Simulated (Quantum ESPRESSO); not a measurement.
# BP (F-43m): from Born charge to LO-TO splitting

How high does the longitudinal optical mode of BP (F-43m) lie, given the transverse one, the Born charge and ε∞?

Method: DFT LDA, scalar-relativistic, plane waves, PseudoDojo norm-conserving pseudopotentials, in Quantum ESPRESSO 7.5.

## (1) The relaxed structure

It takes space group F-43m (No. 216, cubic). The conventional cell has a = 4.487 Å, b = 4.487 Å, c = 4.487 Å, α = 90.00°, β = 90.00°, γ = 90.00°. Nearest to B lie 4 P at 1.94 Å. Nearest to P lie 4 B at 1.94 Å. Farther neighbours are not listed.

Coordinates:

```cif
data_structure
_symmetry_space_group_name_H-M 'P 1'
_symmetry_Int_Tables_number 1
_cell_length_a 3.1727
_cell_length_b 3.1727
_cell_length_c 3.1727
_cell_angle_alpha 60.000
_cell_angle_beta 60.000
_cell_angle_gamma 60.000
_cell_volume 22.58
loop_
_atom_site_label
_atom_site_type_symbol
_atom_site_fract_x
_atom_site_fract_y
_atom_site_fract_z
_atom_site_occupancy
B1 B 0.00000 0.00000 0.00000 1
P2 P 0.25000 0.25000 0.25000 1
```

This is the cell after its relaxation at this level of theory, not the database cell from which that began.

## (2) What the response run gave

A linear-response run on the relaxed cell, with the response to an electric field; only its zone-centre results are used. Cutoff 76 Ry, k mesh 12×12×12.

The log of the run:

```text
[banners, grids, parts of the stress and lines that vanish by symmetry left out]
Program PHONON v.7.5
     Reading xml data from directory:

[...]
Exchange-correlation= PW
                           (   1   4   0   0   0   0   0)
[...]
kinetic-energy cut-off    =      76.0000  Ry
     charge density cut-off    =     304.0000  Ry
     convergence threshold     =      1.0E-18
[...]
Exchange-correlation= PW
                           (   1   4   0   0   0   0   0)
[...]
q = (   0.0000000   0.0000000   0.0000000 )
     25 Sym.Ops. (with q -> -q+G )
     G cutoff =  276.7946  (  13635 G-vectors)     FFT grid: ( 36, 36, 36)
     number of k points=    72
[...]
Mode symmetry, T_d (-43m)  point group:
[...]
Dielectric constant
[...]
End of electric fields calculation
          Dielectric constant in cartesian axis
          (       9.159321264      -0.000000000       0.000000000 )
          (      -0.000000000       9.159321264       0.000000000 )
          (      -0.000000000       0.000000000       9.159321264 )
          Effective charges (d Force / dE) in cartesian axis without acoustic sum rule applied (asr)
           atom    1  B     Mean Z*:       -0.64571
      Ex  (       -0.64571       -0.00000       -0.00000 )
      Ey  (       -0.00000       -0.64571       -0.00000 )
      Ez  (       -0.00000       -0.00000       -0.64571 )
           atom    2  P     Mean Z*:        0.64207
      Ex  (        0.64207       -0.00000        0.00000 )
      Ey  (        0.00000        0.64207        0.00000 )
      Ez  (       -0.00000        0.00000        0.64207 )
          Effective charges Sum: Mean:       -0.00364
[...]
Effective charges (d Force / dE) in cartesian axis with asr applied:
           atom    1  B     Mean Z*:       -0.64389
[...]
atom    2  P     Mean Z*:        0.64389
[...]
Representation #   1 modes #   1   2   3
[...]
End of self-consistent calculation
     Convergence has been achieved
     Representation #   2 modes #   4   5   6
[...]
End of self-consistent calculation
     Convergence has been achieved
[...]
Dielectric constant in cartesian axis
          (       9.159321264      -0.000000000       0.000000000 )
          (      -0.000000000       9.159321264       0.000000000 )
          (      -0.000000000       0.000000000       9.159321264 )
          Effective charges (d Force / dE) in cartesian axis without acoustic sum rule applied (asr)
           atom    1  B     Mean Z*:       -0.64571
      Ex  (       -0.64571       -0.00000       -0.00000 )
      Ey  (       -0.00000       -0.64571       -0.00000 )
      Ez  (       -0.00000       -0.00000       -0.64571 )
           atom    2  P     Mean Z*:        0.64207
      Ex  (        0.64207       -0.00000        0.00000 )
      Ey  (        0.00000        0.64207        0.00000 )
      Ez  (       -0.00000        0.00000        0.64207 )
          Effective charges Sum: Mean:       -0.00364
[...]
Effective charges (d Force / dE) in cartesian axis with asr applied:
           atom    1  B     Mean Z*:       -0.64389
[...]
atom    2  P     Mean Z*:        0.64389
[...]
q = (    0.000000000   0.000000000   0.000000000 )
[...]
freq (    1) =      -0.015715 [THz] =      -0.524181 [cm-1]
     freq (    2) =      -0.015715 [THz] =      -0.524181 [cm-1]
     freq (    3) =      -0.015715 [THz] =      -0.524181 [cm-1]
     freq (    4) =      24.623570 [THz] =     821.353893 [cm-1]
     freq (    5) =      24.623570 [THz] =     821.353893 [cm-1]
     freq (    6) =      24.623570 [THz] =     821.353893 [cm-1]
[...]
Mode symmetry, T_d (-43m)  point group:
     freq (   1-   3) =         -0.5  [cm-1]   --> T_2  G_15 P_4   I+R
     freq (   4-   6) =        821.4  [cm-1]   --> T_2  G_15 P_4   I+R

   JOB DONE.
```

| quantity | value |
| --- | --- |
| cell volume Ω (Å³) | 22.582 |
| mass of B (u) | 10.810 |
| mass of P (u) | 30.974 |
| Born charge of B, raw (e) | -0.646 |
| Born charge of P, raw (e) | 0.642 |
| ε∞ | 9.159 |
| ω(TO) after the sum rule (cm⁻¹) | 821.4 |

## (3) The calculation

The charges must sum to zero over the cell; taking off their mean, -0.002 e, leaves Z* = -0.644 e on B. In the polar mode B moves against P, so the reduced mass is μ = 10.81 × 30.97 / 41.78 = 8.013 u.

A longitudinal wave builds up a field that adds to the restoring force: ω(LO)² = ω(TO)² + 4π Z*² / (μ Ω ε∞), in Hartree atomic units. With μ = 14607 electron masses and Ω = 152.39 bohr³ the second term is 2.5554e-07 Ha², or 12309 cm⁻² (1 Ha = 219474.6 cm⁻¹).

So ω(LO) = √(674616 + 12309) = 828.8 cm⁻¹, and by the Lyddane-Sachs-Teller relation ε₀ = ε∞ (ω(LO)/ω(TO))² = 9.33.

## (4) Check against the program

The analysis program adds the same non-analytic term to the full matrix, here for q along (1 0 0).

The log of the run:

```text
[banner, memory and clock lines left out]
Program DYNMAT v.7.5

     Reading Dynamical Matrix from file g.dyn
     ...Force constants read
     ...epsilon and Z* read

     Polarizability (A^3 units)
     multiply by 0.268834 for Clausius-Mossotti correction
        14.662171   -0.000000   -0.000000
        -0.000000   14.662171    0.000000
         0.000000    0.000000   14.662171

     IR activities are in (D/A)^2/amu units

# mode   [cm-1]    [THz]      IR
    1     -0.00   -0.0000    0.0000
    2      0.00    0.0000    0.0000
    3      0.00    0.0000    0.0000
    4    821.35   24.6236    1.1937
    5    821.35   24.6236    1.1937
    6    828.81   24.8472    1.1937
```

ε₀ comes from the program's run without a direction of q.

| quantity | by hand | program |
| --- | --- | --- |
| ω(LO) (cm⁻¹) | 828.8 | 828.8 |
| ε₀ | 9.33 | 9.33 |

## (5) Outcome

| Quantity | Value |
| --- | --- |
| TO mode | 821.4 cm⁻¹ |
| LO mode | 828.8 cm⁻¹ |
| static dielectric constant | 9.326 |

The LO mode of BP (F-43m) lies at 829 cm⁻¹, 7 cm⁻¹ above the TO mode; the formula meets the program within 0.1 cm⁻¹, as it must for a cubic crystal with one polar mode. ω(LO)² − ω(TO)² goes with Z*²/ε∞: an error of 5 % in ε∞ would move the LO mode by 0.4 cm⁻¹, and semilocal functionals tend to overestimate ε∞. These are harmonic values at zero temperature, at the volume of this functional, for the structure held cubic; stability elsewhere in the zone is no part of this calculation.

[Host names and launcher messages were left out of these logs when they were recorded.]

[Logs are printed without paths, hosts, clocks, repeated set-up lines and the standing remarks that a program may print on its own settings, such as how far it seeks lower states.]

[Hosts, paths, dates, database ids (printed as entryN), source tags and the programs' standing remarks are cut or masked in the printed files.]
